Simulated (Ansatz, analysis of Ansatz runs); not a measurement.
# A hop of S in Y2S2O (P2_1/c), charge +1

How high is the barrier when S changes place in Y2S2O (P2_1/c)? The case: V_S hop (3.4 Å), charge +1, in a cell of 40 host atoms with 1 S taken out.

Calculated with Ansatz 0.2.0; plane-wave PAW DFT, LDA; nudged elastic band between two relaxed defect structures at fixed charge in a uniform background.

Most raw output is cut from this account.

### 1. The structure

The cell holds 39 atoms: 16 Y, 15 S and 8 O. Its edges and angles: a = 9.558 Å, b = 9.611 Å, c = 10.562 Å, α = 56.3°, β = 68.7°, γ = 66.9°. It derives from Y2S2O (space group P2_1/c). Nearest the centre at fractional (0.484, 0.569, 0.310): S27 at 1.71 Å, Y7 at 2.12 Å, Y1 at 2.27 Å, Y6 at 2.88 Å, S26 at 3.34 Å, S18 at 3.36 Å, O38 at 3.48 Å, S21 at 3.53 Å. The cell carries charge +1.

Structure file:

```xyz
39
Lattice="-1.1302 6.7797 6.6422 6.9691 0.0000 6.6185 8.0992 6.7797 -0.0236" Properties=species:S:1:pos:R:3 pbc="T T T"
Y     6.1410    6.4114    4.9637
Y     5.0108    6.4114   11.6059
Y     8.3622    3.0216    4.9522
Y     8.3622    9.8012    4.9522
Y     8.9273    7.1480    1.6312
Y     7.7971    7.1480    8.2733
Y     5.5759    3.7581    8.2848
Y     5.5759   10.5378    8.2848
Y    10.7663    5.8046    4.4819
Y     2.6671    5.8046    4.5056
Y     3.7369    2.4148    5.4340
Y     3.7369    9.1944    5.4340
Y    11.2710    7.7548    8.7315
Y     3.1718    7.7548    8.7551
Y    10.2012    4.3649    7.8030
Y    10.2012   11.1446    7.8030
S     6.3789    1.8865    6.4208
S     6.3789    8.6662    6.4208
S     2.0982    2.4877    2.8293
S     9.0673    9.2673    9.4478
S     4.8708    4.2920    3.7892
S    11.8399   11.0717   10.4077
S     9.6324    7.6818    6.1268
S     1.5332    7.6818    6.1504
S     8.1243    5.2763    3.4952
S     6.9941    5.2763   10.1374
S     7.5592    4.8932    6.8163
S     7.5592   11.6729    6.8163
S     6.9440    8.2830    3.0997
S     5.8138    8.2830    9.7419
S    12.4050    5.8775    7.0867
O     9.6786    6.1878    8.9364
O     9.6786   12.9675    8.9364
O    10.2436    3.9817    5.6154
O     2.1444    3.9817    5.6390
O     4.2596    0.5918    4.3006
O     4.2596    7.3715    4.3006
O    11.7937    9.5777    7.5981
O     3.6945    9.5777    7.6217
```

The cell's shortest repeat is 9.6 Å.

### 2. Relaxation of the start point, charge +1

A barrier is counted from a minimum, so both ends are relaxed first. Small random displacements break the symmetry of the ideal sites, so that the defect can distort if it gains by it. The charge of +1 is set by the electron count, and a uniform background keeps the cell neutral. The cell holds an odd number of electrons, so the run is spin-polarised with the moment held at 1 μB.

Input file qp1_M1.start/input.yaml:

```yaml
crystal:
  lattice:
    - [-1.13015356, 6.77967323, 6.6421666]
    - [6.96905613, 0.0, 6.61852732]
    - [8.0992097, 6.77967323, -0.02363928]
  atoms:
    - { symbol: "Y", position: [0.41656442, 0.33381268, 0.52911365] }
    - { symbol: "Y", position: [0.91656442, 0.83381268, 0.02911365] }
    - { symbol: "Y", position: [0.02911365, 0.72050926, 0.41656442] }
    - { symbol: "Y", position: [0.52911365, 0.22050926, 0.91656442] }
    - { symbol: "Y", position: [0.08343558, 0.16618732, 0.97088635] }
    - { symbol: "Y", position: [0.58343558, 0.66618732, 0.47088635] }
    - { symbol: "Y", position: [0.47088635, 0.77949074, 0.08343558] }
    - { symbol: "Y", position: [0.97088635, 0.27949074, 0.58343558] }
    - { symbol: "Y", position: [0.05592476, 0.62391369, 0.80025064] }
    - { symbol: "Y", position: [0.55592476, 0.12391369, 0.30025064] }
    - { symbol: "Y", position: [0.30025064, 0.51991091, 0.05592476] }
    - { symbol: "Y", position: [0.80025064, 0.01991091, 0.55592476] }
    - { symbol: "Y", position: [0.44407524, 0.87608631, 0.69974936] }
    - { symbol: "Y", position: [0.94407524, 0.37608631, 0.19974936] }
    - { symbol: "Y", position: [0.19974936, 0.98008909, 0.44407524] }
    - { symbol: "Y", position: [0.69974936, 0.48008909, 0.94407524] }
    - { symbol: S, position: [0.16263204, 0.8073203, 0.11562368] }
    - { symbol: S, position: [0.66263204, 0.3073203, 0.61562368] }
    - { symbol: S, position: [0.23768224, 0.18941516, 0.12924741] }
    - { symbol: S, position: [0.73768224, 0.68941516, 0.62924741] }
    - { symbol: S, position: [0.26231776, 0.31058484, 0.37075259] }
    - { symbol: S, position: [0.76231776, 0.81058484, 0.87075259] }
    - { symbol: S, position: [0.37075259, 0.5563448, 0.76231776] }
    - { symbol: S, position: [0.87075259, 0.0563448, 0.26231776] }
    - { symbol: S, position: [0.11562368, 0.41442398, 0.66263204] }
    - { symbol: S, position: [0.61562368, 0.91442398, 0.16263204] }
    - { symbol: S, position: [0.33736796, 0.6926797, 0.38437632] }
    - { symbol: S, position: [0.83736796, 0.1926797, 0.88437632] }
    - { symbol: S, position: [0.38437632, 0.08557602, 0.83736796] }
    - { symbol: S, position: [0.88437632, 0.58557602, 0.33736796] }
    - { symbol: S, position: [0.12924741, 0.9436552, 0.73768224] }
    - { symbol: O, position: [0.43980694, 0.91052819, 0.4728954] }
    - { symbol: O, position: [0.93980694, 0.41052819, 0.9728954] }
    - { symbol: O, position: [0.0271046, 0.82323053, 0.56019306] }
    - { symbol: O, position: [0.5271046, 0.32323053, 0.06019306] }
    - { symbol: O, position: [0.06019306, 0.58947181, 0.0271046] }
    - { symbol: O, position: [0.56019306, 0.08947181, 0.5271046] }
    - { symbol: O, position: [0.4728954, 0.67676947, 0.93980694] }
    - { symbol: O, position: [0.9728954, 0.17676947, 0.43980694] }
total_charge: 1
basis:
  ecutwfc: 420
  xc_grid: 2
hamiltonian:
  xc: lda
kpoints:
  mp_grid: { grid: [1, 1, 1] }
magnetization:
  spin_polarized: true
  initial_magnetization: 1
  spin_locking: { lock_magnetization: hard }
scf:
  occupations: { method: fixed }
  max_iter: 60
output:
  forces: true
relax:
  f_tol: 0.02
  max_steps: 70
  random_displacement: { amplitude: 0.03, seed: 4923 }
```

Started as:

```bash
$ ansatz run input.yaml --threads 4 --pin off --max-ram 7536MiB --backend cpu --events-out ev --progress --plain --runs-dir out
```

Run time: 24 s. Hardware: 4 threads of Arm Neoverse V1, shared host; peak memory 1 GiB.

Step by step:

```csv
step,energy less that of the first step (eV),largest force component (eV/Å)
1,0.0000,0.9305
2,-0.3251,0.8654
3,-0.6238,0.1089
4,-0.6315,0.0737
5,-0.6354,0.0104
```

The atoms that moved most (Å, from the sites as typed, ahead of the random displacement, the mean shift of all atoms taken out):

```csv
atom,dx,dy,dz,length
S27,-0.119,0.033,-0.041,0.130
Y1,0.077,0.026,-0.094,0.125
Y7,0.052,-0.079,0.050,0.106
S21,0.023,0.009,0.093,0.096
Y16,-0.048,-0.056,0.055,0.092
Y14,-0.040,0.061,0.048,0.087
S24,0.073,-0.029,0.025,0.082
S18,-0.059,-0.050,0.001,0.078
```

The relaxed structure:

```xyz
39
Lattice="-1.1302 6.7797 6.6422 6.9691 0.0000 6.6185 8.0992 6.7797 -0.0236" Properties=species:S:1:pos:R:3 pbc="T T T"
Y     6.2203    6.4372    4.8682
Y     5.0145    6.4157   11.5840
Y     8.3513    3.0152    4.9532
Y     8.3501    9.8180    4.9991
Y     8.9469    7.1324    1.6160
Y     7.7638    7.1271    8.2652
Y     5.6293    3.6795    8.3335
Y     5.5947   10.5292    8.2681
Y    10.7769    5.8279    4.4825
Y     2.6528    5.8017    4.4483
Y     3.7343    2.4434    5.4579
Y     3.7352    9.2047    5.4355
Y    11.2625    7.7445    8.7379
Y     3.1336    7.8155    8.8019
Y    10.2059    4.3611    7.7742
Y    10.1552   11.0888    7.8564
S     6.3982    1.8575    6.4300
S     6.3214    8.6165    6.4205
S     2.0998    2.5097    2.8118
S     9.0502    9.2302    9.4269
S     4.8957    4.3015    3.8807
S    11.8238   11.0792   10.3798
S     9.6227    7.7078    6.1066
S     1.6080    7.6533    6.1745
S     8.1731    5.2490    3.4539
S     6.9960    5.2645   10.1251
S     7.4421    4.9267    6.7742
S     7.5568   11.6732    6.8032
S     6.9867    8.2834    3.1010
S     5.7922    8.2718    9.7246
S    12.4013    5.8782    7.1130
O     9.6792    6.1925    8.9104
O     9.7337   12.9720    8.9167
O    10.2222    3.9855    5.6112
O     2.1741    4.0337    5.6782
O     4.2494    0.6070    4.3128
O     4.2683    7.3372    4.3138
O    11.8162    9.6362    7.6106
O     3.6918    9.6046    7.6202
```

Neighbours of S27 at the end:

```csv
atom,distance (Å)
Y6,2.677
Y7,2.697
Y1,2.722
Y3,2.792
Y15,2.993
O34,3.157
S17,3.260
O32,3.342
S26,3.397
```

Numbers from this step:

```yaml
free_energy: -77510.5660 eV
total_moment: 1 μB
integral_of_the_absolute_spin_density: 1.044 μB
spin_contamination: 0.001289
largest_move_from_the_ideal_geometry_of_this_structure_a_common_shift_of_the_far_atoms_taken_out: 0.1296 Å
```

The relaxation gained 0.635 eV and ended with a largest force component of 0.010 eV/Å.

### 3. Relaxation of the end point, charge +1

The end point is relaxed in the same cell and settings, so that the two energies compare.

qp1_M1.end/input.yaml, as its differences from qp1_M1.start/input.yaml of step 2:

```diff
@@ -32,3 +32,3 @@
     - { symbol: S, position: [0.61562368, 0.91442398, 0.16263204] }
-    - { symbol: S, position: [0.33736796, 0.6926797, 0.38437632] }
+    - { symbol: S, position: [0.630952, 0.445065, 0.235612] }
     - { symbol: S, position: [0.83736796, 0.1926797, 0.88437632] }
```

It took 29 s on 4 threads; peak memory 1 GiB; 1.9 min of CPU time.

The steps of the relaxation:

```csv
step,energy less that of the first step (eV),largest force component (eV/Å)
1,0.0000,0.8826
2,-0.2348,0.8374
3,-0.5368,0.0934
4,-0.5456,0.0328
5,-0.5460,0.0289
6,-0.5464,0.0037
```

The atoms that moved most (Å, from the sites as typed, ahead of the random displacement, the mean shift of all atoms taken out):

```csv
atom,dx,dy,dz,length
S27,0.126,0.004,0.011,0.127
Y15,0.102,-0.032,0.066,0.126
S26,-0.008,-0.033,-0.095,0.101
O34,-0.060,-0.001,0.079,0.100
S17,0.032,0.092,-0.007,0.098
S25,-0.007,-0.023,0.088,0.092
Y3,0.046,-0.070,-0.026,0.088
S23,-0.063,-0.022,-0.023,0.071
```

Neighbours of S27 at the end:

```csv
atom,distance (Å)
Y7,2.688
Y14,2.764
Y16,2.836
Y1,2.837
O38,3.206
Y10,3.208
O37,3.245
O35,3.325
```

Read from the output:

```yaml
free_energy: -77510.3581 eV
total_moment: 1 μB
integral_of_the_absolute_spin_density: 1.045 μB
spin_contamination: 0.001406
largest_move_from_the_ideal_geometry_of_this_structure_a_common_shift_of_the_far_atoms_taken_out: 0.1258 Å
```

The relaxation gained 0.546 eV and ended with a largest force component of 0.0037 eV/Å. The end lies 0.208 eV above the start.

### 4. Nudged elastic band, charge +1

5 movable images are laid between the ends on a pair-potential path, which keeps atoms from colliding in the first guess. Each image feels the true force across the path and a spring force along it. The highest image is set to climb to the top of the path.

This step: plane-wave PAW DFT, LDA; nudged elastic band between two relaxed defect structures at fixed charge in a uniform background.

Input file qp1_M1.neb/input.yaml:

```yaml
crystal:
  lattice:
    - [-1.13015356, 6.77967323, 6.6421666]
    - [6.96905613, 0.0, 6.61852732]
    - [8.0992097, 6.77967323, -0.02363928]
  atoms:
    - { symbol: "Y", position: [0.4073975, 0.32861975, 0.5420903] }
    - { symbol: "Y", position: [0.91523414, 0.83184162, 0.03107617] }
    - { symbol: "Y", position: [0.02938051, 0.72038203, 0.4153609] }
    - { symbol: "Y", position: [0.53413337, 0.22253807, 0.91402339] }
    - { symbol: "Y", position: [0.08010484, 0.16725045, 0.97192849] }
    - { symbol: "Y", position: [0.58342789, 0.66496181, 0.46782064] }
    - { symbol: "Y", position: [0.46496139, 0.79277691, 0.07777118] }
    - { symbol: "Y", position: [0.96801872, 0.27985423, 0.58504241] }
    - { symbol: "Y", position: [0.0570245, 0.62289683, 0.80259394] }
    - { symbol: "Y", position: [0.55288335, 0.11832933, 0.30286763] }
    - { symbol: "Y", position: [0.30407154, 0.51968357, 0.05633531] }
    - { symbol: "Y", position: [0.80120868, 0.0191725, 0.55648778] }
    - { symbol: "Y", position: [0.44425973, 0.87686437, 0.69805682] }
    - { symbol: "Y", position: [0.95394258, 0.37325068, 0.19884697] }
    - { symbol: "Y", position: [0.19731061, 0.97818201, 0.44595226] }
    - { symbol: "Y", position: [0.70191899, 0.4859353, 0.93367286] }
    - { symbol: S, position: [0.15990696, 0.81144729, 0.11407003] }
    - { symbol: S, position: [0.66249202, 0.3073975, 0.60843619] }
    - { symbol: S, position: [0.23807165, 0.18638351, 0.13210849] }
    - { symbol: S, position: [0.73464239, 0.68929475, 0.62681663] }
    - { symbol: S, position: [0.26741686, 0.31928524, 0.36704879] }
    - { symbol: S, position: [0.76205584, 0.80663521, 0.87212356] }
    - { symbol: S, position: [0.37195206, 0.55210262, 0.76494516] }
    - { symbol: S, position: [0.86560588, 0.06516102, 0.26325614] }
    - { symbol: S, position: [0.1079276, 0.41591434, 0.6662989] }
    - { symbol: S, position: [0.61383921, 0.91436428, 0.16267239] }
    - { symbol: S, position: [0.3443225, 0.67933237, 0.3823685] }
    - { symbol: S, position: [0.83668868, 0.19138637, 0.88509923] }
    - { symbol: S, position: [0.38186176, 0.08830245, 0.83994244] }
    - { symbol: S, position: [0.88375969, 0.58358368, 0.33632426] }
    - { symbol: S, position: [0.13122902, 0.94563692, 0.73580534] }
    - { symbol: O, position: [0.43842572, 0.90798789, 0.47496268] }
    - { symbol: O, position: [0.93546374, 0.41191558, 0.97790178] }
    - { symbol: O, position: [0.02843443, 0.82127108, 0.55942503] }
    - { symbol: O, position: [0.53165018, 0.32459886, 0.06331591] }
    - { symbol: O, position: [0.0627253, 0.58876778, 0.02681401] }
    - { symbol: O, position: [0.55797887, 0.09367751, 0.5242572] }
    - { symbol: O, position: [0.47663746, 0.6749203, 0.94469909] }
    - { symbol: O, position: [0.97495254, 0.17448395, 0.4417303] }
total_charge: 1
basis:
  ecutwfc: 420
  xc_grid: 2
hamiltonian:
  xc: lda
kpoints:
  mp_grid: { grid: [1, 1, 1] }
magnetization:
  spin_polarized: true
  initial_magnetization: 1
  spin_locking: { lock_magnetization: hard }
scf:
  occupations: { method: fixed }
  max_iter: 60
output:
  forces: true
neb:
  images: 5
  f_tol: 0.05
  climbing: true
  initial_path: idpp
  max_iterations: 45
  order_check: false
  final_atoms:
    - { symbol: "Y", position: [0.41981155, 0.32430752, 0.53395822] }
    - { symbol: "Y", position: [0.91524114, 0.83295043, 0.03225083] }
    - { symbol: "Y", position: [0.0187519, 0.72533953, 0.41728344] }
    - { symbol: "Y", position: [0.53125116, 0.21627645, 0.91850345] }
    - { symbol: "Y", position: [0.08504755, 0.16747117, 0.96901172] }
    - { symbol: "Y", position: [0.58719393, 0.65990329, 0.4731536] }
    - { symbol: "Y", position: [0.46899513, 0.77935405, 0.08078056] }
    - { symbol: "Y", position: [0.96640443, 0.28324169, 0.58691433] }
    - { symbol: "Y", position: [0.05678869, 0.62491875, 0.80059087] }
    - { symbol: "Y", position: [0.55374667, 0.11870716, 0.30340943] }
    - { symbol: "Y", position: [0.30139837, 0.51535865, 0.05821404] }
    - { symbol: "Y", position: [0.80236957, 0.01938872, 0.55617661] }
    - { symbol: "Y", position: [0.44277564, 0.87214798, 0.69948977] }
    - { symbol: "Y", position: [0.94252103, 0.37876087, 0.1978799] }
    - { symbol: "Y", position: [0.19478902, 0.99345823, 0.44505101] }
    - { symbol: "Y", position: [0.6980639, 0.47802912, 0.94784754] }
    - { symbol: S, position: [0.16638584, 0.80090112, 0.12621948] }
    - { symbol: S, position: [0.66218351, 0.30492777, 0.61799677] }
    - { symbol: S, position: [0.23453976, 0.18516343, 0.13376719] }
    - { symbol: S, position: [0.73661555, 0.68129624, 0.63214555] }
    - { symbol: S, position: [0.26431839, 0.30886722, 0.37236] }
    - { symbol: S, position: [0.7644623, 0.81300786, 0.86812157] }
    - { symbol: S, position: [0.37082333, 0.55112024, 0.75965317] }
    - { symbol: S, position: [0.8647339, 0.05954037, 0.26334684] }
    - { symbol: S, position: [0.11944505, 0.42229594, 0.65609262] }
    - { symbol: S, position: [0.60689806, 0.90724819, 0.16717546] }
    - { symbol: S, position: [0.62356406, 0.45252311, 0.24435874] }
    - { symbol: S, position: [0.8375215, 0.18896838, 0.89020969] }
    - { symbol: S, position: [0.38535458, 0.08242289, 0.83828045] }
    - { symbol: S, position: [0.88542864, 0.58466755, 0.33649332] }
    - { symbol: S, position: [0.1289991, 0.947581, 0.73988196] }
    - { symbol: O, position: [0.43793821, 0.90401175, 0.4737651] }
    - { symbol: O, position: [0.94085677, 0.41162015, 0.9724961] }
    - { symbol: O, position: [0.03520883, 0.82539725, 0.5525889] }
    - { symbol: O, position: [0.52646193, 0.32139102, 0.06222634] }
    - { symbol: O, position: [0.06064415, 0.59004357, 0.0263562] }
    - { symbol: O, position: [0.55984036, 0.08371623, 0.5293484] }
    - { symbol: O, position: [0.47312014, 0.6735805, 0.94035658] }
    - { symbol: O, position: [0.96895737, 0.1802992, 0.44229113] }
```

Elapsed: 7 min, on 4 threads; peak memory 3.5 GiB.

The path, image by image:

```csv
image,path (Å),energy (eV),"S27: x, y, z (Å)"
0,0.000,0.0000,"7.442, 4.927, 6.774"
1,0.619,0.3381,"6.983, 5.074, 6.751"
2,1.239,1.0601,"6.464, 5.329, 6.861"
3,1.858,1.4208,"5.942, 5.614, 7.006"
4,2.456,1.0332,"5.438, 5.849, 7.149"
5,3.054,0.4311,"4.896, 5.959, 7.229"
6,3.652,0.2078,"4.428, 5.884, 7.131"
```

Numbers from this step:

- free energy: -77509.1451 eV
- total moment: 1 μB
- integral of the absolute spin density: 1.068 μB
- spin contamination: 0.001341
- barrier forward: 1.421 eV
- barrier backward: 1.213 eV
- end less start: 0.2078 eV
- hop length: 3.183 Å

Track of the atom that was set to move:

```csv
image,x (Å),y (Å),z (Å),nearest neighbour,distance (Å)
0,7.442,4.927,6.774,Y,2.677
1,6.983,5.074,6.751,Y,2.581
2,6.464,5.329,6.861,Y,2.497
3,5.942,5.614,7.006,Y,2.484
4,5.438,5.849,7.149,Y,2.535
5,4.896,5.959,7.229,Y,2.617
6,4.428,5.884,7.131,Y,2.688
```

The band met its tolerance of 0.05 eV/Å after 7 iterations, with image 3 on top (the start counts as 0). S27, which moves farthest between the ends, has 5 Y at 2.68 to 2.99 Å nearest at the start and 3 Y at 2.48 to 2.60 Å at the top.

(Part 1 of 2 ends here.)

[Logs are printed without paths, hosts, clocks, repeated set-up lines and the standing remarks that a program may print on its own settings, such as how far it seeks lower states.]

[Hosts, paths, dates, database ids (printed as entryN), source tags and the programs' standing remarks are cut or masked in the printed files.]
